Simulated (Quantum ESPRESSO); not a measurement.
# Magnetic state of NiO from several starts, part 2 of 2

Does NiO prefer parallel or opposed moments?

Quantum ESPRESSO 7.5; PBEsol with U = 6 eV on Ni d (ortho-atomic projectors); plane waves with GBRV 1.5 PBEsol potentials, no spin-orbit coupling.

So far, absolute magnetization (μB): step 2 (run 1, typed as ferro +) 2.01.

## (4) Run 3 (antiferro q=(0,0,1/2) +−)

This order needs a doubled cell of 4 atoms.

Input file pw.in:

```
&CONTROL
  calculation = 'scf'
  prefix = 'pwscf'
  outdir = './tmp'
  pseudo_dir = './pseudo'
  disk_io = 'nowf'
/
&SYSTEM
  ibrav = 0
  celldm(1) = 8
  nat = 4
  ntyp = 3
  ecutwfc = 40
  ecutrho = 280
  nbnd = 33
  occupations = 'smearing'
  smearing = 'fd'
  degauss = 0.00734986
  nspin = 2
  starting_magnetization(1) = 0.1111
  starting_magnetization(2) = -0.1111
  starting_magnetization(3) = 0
/
&ELECTRONS
  conv_thr = 8d-09
  electron_maxstep = 150
  mixing_beta = 0.3
/
ATOMIC_SPECIES
Ni1    58.6934 ni_pbesol_v1.4.uspp.F.UPF
Ni2    58.6934 ni_pbesol_v1.4.uspp.F.UPF
O      15.9990 o_pbesol_v1.2.uspp.F.UPF
CELL_PARAMETERS alat
   0.0000000000000    0.4927228531442    0.4927228531442
   0.4927228531442    0.0000000000000    0.4927228531442
   0.9854457062883    0.9854457062883    0.0000000000000
ATOMIC_POSITIONS crystal
Ni1     0.0000000000    0.0000000000    0.0000000000
Ni2     0.0000000000    0.0000000000    0.5000000000
O       0.5000000000    0.5000000000    0.2500000000
O       0.5000000000    0.5000000000    0.7500000000
K_POINTS automatic
12 12 6 0 0 0
HUBBARD {ortho-atomic}
U Ni1-3d 6.0000
U Ni2-3d 6.0000
```

Launch:

```console
OMP_NUM_THREADS=1 mpirun -n 4 pw.x -nk 4 -in pw.in > pw.out
```

The log of the run:

```text
     [... lines left out ...]
Program PWSCF v.7.5 starts
     [... lines left out ...]
     number of atoms/cell      =            4
     [... lines left out ...]
     number of electrons       =        48.00
     number of Kohn-Sham states=           33
     kinetic-energy cutoff     =      40.0000  Ry
     charge density cutoff     =     280.0000  Ry
     scf convergence threshold =      8.0E-09
     [... lines left out ...]
     12 Sym. Ops., with inversion, found
     [... lines left out ...]
     number of k points=    98  Fermi-Dirac smearing, width (Ry)=  0.0073
     [... lines left out ...]
     iteration # 15     ecut=    40.00 Ry     beta= 0.30
     [... lines left out ...]
     Magnetic moment per site  (integrated on atomic sphere of radius R)
     atom   1 (R=0.203)  charge= 15.6196  magn=  1.6630
     atom   2 (R=0.203)  charge= 15.6196  magn= -1.6630
     atom   3 (R=0.203)  charge=  5.6997  magn= -0.0000
     atom   4 (R=0.203)  charge=  5.6997  magn= -0.0000
     [... lines left out ...]
     Tr[ns(  1)] (up, down, total) =   4.96550  3.27150  8.23700
     [... lines left out ...]
     Tr[ns(  2)] (up, down, total) =   3.27150  4.96550  8.23700
     [... lines left out ...]
     the Fermi energy is    14.3902 ev
!    total energy              =    -750.31583895 Ry
     estimated scf accuracy    <          5.3E-10 Ry
     smearing contrib. (-TS)   =      -0.00000000 Ry
     [... lines left out ...]
     total magnetization       =     0.00 Bohr mag/cell
     absolute magnetization    =     3.59 Bohr mag/cell
     convergence has been achieved in  15 iterations
```

Run time: 41 s. Hardware: 4 MPI ranks of Arm Neoverse V2, shared host; peak memory 0.44 GiB; 2.7 min of CPU time.

Spin moment in the atom's sphere by atom:

| atom | spin moment in the atom's sphere (μB) |
| --- | --- |
| Ni1 | 1.66 |
| Ni2 | -1.66 |
| O3 | 0.00 |
| O4 | 0.00 |

This step gave:

* smearing term TS: 2.22e-8 eV
* magnetization: 0 μB
* absolute magnetization: 3.594 μB
* final state: antiferromagnetic

## (5) Run 4, typed as ferro +

Input file pw.in:

```
&CONTROL
  calculation = 'scf'
  prefix = 'pwscf'
  outdir = './tmp'
  pseudo_dir = './pseudo'
  disk_io = 'nowf'
/
&SYSTEM
  ibrav = 0
  celldm(1) = 8
  nat = 2
  ntyp = 2
  ecutwfc = 40
  ecutrho = 280
  nbnd = 20
  occupations = 'smearing'
  smearing = 'fd'
  degauss = 0.00734986
  nspin = 2
  starting_magnetization(1) = 0.1111
  starting_magnetization(2) = 0
/
&ELECTRONS
  conv_thr = 4d-09
  electron_maxstep = 150
  mixing_beta = 0.3
/
ATOMIC_SPECIES
Ni     58.6934 ni_pbesol_v1.4.uspp.F.UPF
O      15.9990 o_pbesol_v1.2.uspp.F.UPF
CELL_PARAMETERS alat
   0.0000000000000    0.4927228531442    0.4927228531442
   0.4927228531442    0.0000000000000    0.4927228531442
   0.4927228531442    0.4927228531442    0.0000000000000
ATOMIC_POSITIONS crystal
Ni      0.0000000000    0.0000000000    0.0000000000
O       0.5000000000    0.5000000000    0.5000000000
K_POINTS automatic
12 12 12 0 0 0
HUBBARD {ortho-atomic}
U Ni-3d 6.0000
```

The log of the run:

```text
     [... lines left out ...]
Program PWSCF v.7.5 starts
     [... lines left out ...]
     number of atoms/cell      =            2
     [... lines left out ...]
     number of electrons       =        24.00
     number of Kohn-Sham states=           20
     kinetic-energy cutoff     =      40.0000  Ry
     charge density cutoff     =     280.0000  Ry
     scf convergence threshold =      4.0E-09
     [... lines left out ...]
     48 Sym. Ops., with inversion, found
     [... lines left out ...]
     number of k points=    72  Fermi-Dirac smearing, width (Ry)=  0.0073
     [... lines left out ...]
     iteration # 13     ecut=    40.00 Ry     beta= 0.30
     [... lines left out ...]
     Magnetic moment per site  (integrated on atomic sphere of radius R)
     atom   1 (R=0.203)  charge= 15.6055  magn=  1.7218
     atom   2 (R=0.203)  charge=  5.7112  magn=  0.2179
     [... lines left out ...]
     Tr[ns(  1)] (up, down, total) =   4.97385  3.23056  8.20441
     [... lines left out ...]
     the Fermi energy is    14.5486 ev
!    total energy              =    -375.14977685 Ry
     estimated scf accuracy    <          2.0E-10 Ry
     smearing contrib. (-TS)   =      -0.00000024 Ry
     [... lines left out ...]
     total magnetization       =     2.00 Bohr mag/cell
     absolute magnetization    =     2.01 Bohr mag/cell
     convergence has been achieved in  13 iterations
```

It took 7.9 s on 4 MPI ranks; peak memory 0.27 GiB.

Numbers from this step:

```yaml
smearing_term_ts: 3.21e-6 eV
magnetization: 2 μB
absolute_magnetization: 2.014 μB
final_state: ferromagnetic
largest_moment: 1.722 μB
```

## (6) The states side by side

An order is kept where moments of 0.15 μB or more survive with the typed signs; meshes match where a doubled cell samples the same k points as the first cell.

Orders:

| start | final state | typed order kept | energy over the lowest (meV a seeded atom) | largest site moment (μB) | net moment (μB a cell of the first run) | mesh matched | CPU time (s) |
| --- | --- | --- | --- | --- | --- | --- | --- |
| ferro + | ferromagnetic | yes | 110.8 | 1.722 | 2 | yes | 31.39 |
| antiferro q=(0,1/2,1/2) +- | antiferromagnetic | yes | 123.9 | 1.731 | 0 | yes | 202.2 |
| antiferro q=(0,0,1/2) +- | antiferromagnetic | yes | 0 | 1.663 | 0 | yes | 164.3 |
| ferro + | ferromagnetic | yes | 110.8 | 1.722 | 2 | yes | 31.42 |

## (7) Occupations of the corrected shells in the lowest state

Occupations of the Hubbard shells:

| block | type | shell | spin | electrons | occupation numbers |
| --- | --- | --- | --- | --- | --- |
| 1 | Ni1 | 3d | up | 4.965 | 0.993 0.993 0.993 0.993 0.993 |
| 1 | Ni1 | 3d | down | 3.272 | 0.153 0.153 0.989 0.989 0.989 |
| 2 | Ni2 | 3d | up | 3.272 | 0.153 0.153 0.989 0.989 0.989 |
| 2 | Ni2 | 3d | down | 4.965 | 0.993 0.993 0.993 0.993 0.993 |

## (8) Results

| Quantity | Value |
| --- | --- |
| lowest state found | antiferromagnetic (from antiferro q=(0,0,1/2) +-) |
| largest site moment | 1.66 μB |
| next state with moments | ferromagnetic, 111 meV a seeded atom higher |

What this shows: This is the lowest of 4 collinear or spinless starts, no proof of the ground state. Energies are free energies at an electronic temperature of 1160 K, which lowers moments and differences where the moments are itinerant.

[Logs and program files are shortened in this print: banners, set-up blocks, solver, clock and traceback lines can be left out without a mark of their own.]

[Logs are printed without paths, hosts, clocks, repeated set-up lines and the standing remarks that a program may print on its own settings, such as how far it seeks lower states.]

[Hosts, paths, dates, database ids (printed as entryN), source tags and the programs' standing remarks are cut or masked in the printed files.]

[Where a cell is said to come from a database of computed structures, the database is the Materials Project.]
